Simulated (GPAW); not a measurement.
# SnCCl2 (chair-type functionalised monolayer): G0W0 with GPAW, start to end, part 2 of 2

How does a plane-wave GW calculation on SnCCl2 (chair-type functionalised monolayer) run from the first input to the gap?

GPAW 26.7.0; PBE and many-body steps on it, plane waves. Known limits of the many-body steps: not at the basis limit; no spin-orbit coupling.

So far. Step 4 (Bands along the symmetry lines): The gap is 0.871 eV, as in the run before at this level. Step 5 (Empty states on the mesh, 9×9×1 mesh, 206 bands): On this mesh the gap is 0.871 eV.

## (6) Screening and self-energy, 9×9×1 mesh, 91 bands, screening to 36 eV

G0W0 replaces the xc potential by the self-energy, built once from these orbitals. Only a window of levels is corrected, while the sums run over the empty bands that the input names.

This step: G0W0 on PBE, plane waves, PAW.

run.py

```python
import json
import numpy as np
from gpaw.mpi import world
from gpaw.response.g0w0 import G0W0

gw = G0W0('full.gpw',
    filename='gw',
    kpts=[0],
    bands=(14, 18),
    ecut=36,
    nbands=91,
    truncation='2D',
    integrate_gamma='sphere',
    q0_correction=True,
    frequencies={'type': 'nonlinear', 'domega0': 0.15, 'omega2': 15.0},
    eta=0.1,
    nblocksmax=True)
gw.calculate()
res = {mode: {k: v for k, v in r.items() if k != 'sigma_eskwn'}
       for mode, r in gw.all_results.items()}

if world.rank == 0:
    with open('result.json', 'w') as f:
        json.dump(res, f, default=lambda x: x.tolist())
```

Launch:

```console
$ mpirun -n 4 gpaw python run.py
```

Numbers of over 12 decimals in the logs are rounded to 6 here.

Output:

```text
Using integrator: PointIntegrator
NonLinearFrequencyDescriptor(from 0.000 to 54.458 eV, 146 points)
Nonperiodic BCs:  [False False  True]
Using integrator: PointIntegrator
NonLinearFrequencyDescriptor(from 0.000 to 54.458 eV, 146 points)
Nonperiodic BCs:  [False False  True]
Applying analytical 2D correction to W:
    Evaluating Gamma point contribution to W on a 19x19x1 grid
  ___  _ _ _
 |   || | | |
 | | || | | |
 |__ ||_____|
 |___|

BZ k-points: Symmetries present (total): 6

  [... matrices ...]
81 k-points: 9 x 9 x 1 Monkhorst-Pack grid
12 k-points in the irreducible part of the Brillouin zone
       k-points in crystal coordinates                weights
   0:     0.00000000    0.00000000    0.00000000          1/81
   1:     0.11111111    0.00000000    0.00000000          6/81
   2:     0.22222222   -0.11111111    0.00000000          6/81
   3:     0.22222222    0.00000000    0.00000000          6/81
   4:     0.33333333   -0.11111111    0.00000000         12/81
   5:     0.33333333    0.00000000    0.00000000          6/81
   6:     0.33333333    0.33333333    0.00000000          2/81
   7:     0.44444444   -0.22222222    0.00000000          6/81
   8:     0.44444444   -0.11111111    0.00000000         12/81
   9:     0.44444444    0.00000000    0.00000000          6/81
          ...
  11:     0.44444444    0.44444444    0.00000000          6/81

Distributing spins, k-points and bands (1 x 1 x 4) over 1 process
Number of blocks: 4

Quasi particle states:
k-points (IBZ indices): [0]
Band range: (14, 18)
  [... matrices ...]
Computational parameters:
Plane wave cut-off: 36 eV
Number of bands: 91
Coulomb cutoff: 2D
Broadening: 0.1 eV

fxc modes: GW
Kernel: RPA
Using full-frequency real axis integration
Summing all q:

Calculating screened Coulomb potential
2D Coulomb truncation
NonLinearFrequencyDescriptor(from 0.000 to 54.458 eV, 146 points)
Removing empty qpoint cache files...

Calculating chi0 body with:
    Ground state adapter containing:
    Number of spins: 1
    Number of kpoints: 81
    Number of irreducible kpoints: 12
    Number of completely occupied states: 16
    Number of partially occupied states: 16
    Occupied states memory: 9.68994140625 M / cpu

    Linear response parametrization:
    q_c: [0.0, 0.0, 0.0]
    Number of frequency points: 146
    Planewave cutoff: 36.0
    Number of bands: 91
    Number of planewaves: 81
    Broadening (eta): 0.1
    comm.size: 4
    kncomm.size: 1
    blockcomm.size: 4

    Memory estimate of potentially large arrays:
        chi0_wGG: 3.654121 M / cpu
Integrating chi0 body.

Symmetries of q_c:
    Direct symmetries (Uq -> q): 6
    Indirect symmetries (TUq -> q): 6
In total 12 allowed symmetries.

  [... matrices ...]
12 groups of equivalent kpoints. 85.185185% reduction.

Integral kind: spectral function
Integrating chi0 head and wings.

Symmetries of q_c:
    Direct symmetries (Uq -> q): 6
    Indirect symmetries (TUq -> q): 6
In total 12 allowed symmetries.

  [... matrices ...]
12 groups of equivalent kpoints. 85.185185% reduction.

Integral kind: spectral function wings

Calculating chi0 body with:
    Ground state adapter containing:
    Number of spins: 1
    Number of kpoints: 81
    Number of irreducible kpoints: 12
    Number of completely occupied states: 16
    Number of partially occupied states: 16
    Occupied states memory: 9.68994140625 M / cpu

[... the further q-points ...]

Results:
f:      Occupation numbers
eps:     KS-eigenvalues [eV]
vxc:     KS vxc [eV]
exx:     Exact exchange [eV]
sigma:   Self-energies [eV]
dsigma:  Self-energy derivatives
Z:       Renormalization factors
qp:      QP-energies [eV]

k-point 0 (0): (0.000, 0.000, 0.000)                GW
band       f     eps     vxc     exx   sigma  dsigma       Z      qp
                                                                   GW
  14   1.000  -1.570 -16.746 -19.127   2.132  -0.363   0.734  -1.753
  15   1.000  -1.570 -16.746 -19.127   2.132  -0.363   0.734  -1.753
  16   0.000  -0.699 -14.779 -10.931  -2.197  -0.340   0.746   0.533
  17   0.000   0.982 -12.727  -8.268  -2.809  -0.341   0.746   2.212
```

Wall time 3 min (4 MPI ranks of Arm Neoverse V1, shared host); peak memory 2.7 GiB; 12 min of CPU time.

Numbers from this step:

| Quantity | Value |
| --- | --- |
| G0W0 gap on the points computed | 2.285 eV |
| least direct G0W0 gap on the computed points | 2.285 eV |
| Z at the valence top | 0.7339 |
| Z at the conduction bottom | 0.7464 |
| starting gap on the mesh | 0.8705 eV |
| k of the valence top | 0, 0, 0 |
| k of the conduction bottom | 0, 0, 0 |

The gap on the mesh goes from 0.87 eV to 2.29 eV, a correction of +1.41 eV.

Limits: finite bands, cutoff and mesh; no spin-orbit coupling. v1 is the top filled band, c1 the lowest empty one. Levels before and after the correction, in eV, zero at the valence-band top of each column:

|  | conduction bottom | valence top |
| --- | --- | --- |
| Kohn-Sham | 0.87 | 0.00 |
| G0W0 | 2.29 | 0.00 |

|  | level | energy (eV) |
| --- | --- | --- |
| Kohn-Sham | Γ v2-v1 | 0.000 |
| Kohn-Sham | Γ c1 | 0.871 |
| Kohn-Sham | Γ c2 | 2.551 |
| G0W0 | Γ v2-v1 | 0.000 |
| G0W0 | Γ c1 | 2.285 |
| G0W0 | Γ c2 | 3.964 |

## (7) Where the time went

Times are wall times on 4 MPI ranks of Arm Neoverse V1, shared host, good to a factor of about two.

| step | time | share | memory (GiB) |
| --- | --- | --- | --- |
| relaxation | 2.4 min | 26 % | 1.4 |
| ground state | 14 s | 2 % | 0.89 |
| bands along the symmetry lines | 27 s | 5 % | 1.0 |
| empty states on the mesh | 3 min | 33 % | 1.5 |
| screening and self-energy | 3 min | 33 % | 2.7 |

## (8) Summary of results

```json
{"PBE gap": "0.87 eV, direct", "G0W0 gap on the mesh": "2.29 eV", "GW settings": "9×9×1 mesh, 91 bands, screening to 36 eV, full frequency, Hilbert transform", "known limits": "not at the basis limit; no spin-orbit coupling"}
```

In words: G0W0 moves the gap on the mesh from 0.87 eV to 2.29 eV (+1.41 eV), with Z of 0.73 and 0.75 at the edges. Only 1 of the mesh's irreducible points was corrected, so a valley elsewhere could overtake. Bands and cutoff are finite, so the gap is not at the basis limit. The miss can reach some tenths of an eV and take either sign; the mesh is an error of its own. These stock PAW sets were not made for GW. In the G0W0 run levels were corrected at 1 k point alone, so a gap called «on the mesh» is the least over those, and an edge elsewhere would be missed. Mesh or cutoff lie under what a gap needs, so these runs test behaviour and cost; their gaps are not to be quoted. The many-body steps are scalar-relativistic: spin-orbit coupling is not in them.

[Paths, hosts, dates, memory and timing lines, banners, echoed tables and standing remarks are left out of the program output.]

[Logs are printed without paths, hosts, clocks, repeated set-up lines and the standing remarks that a program may print on its own settings, such as how far it seeks lower states.]

[Runs of the session that timed out or met a known fault of the program may be left out.]

[Hosts, paths, dates, database ids (printed as entryN), source tags and the programs' standing remarks are cut or masked in the printed files.]
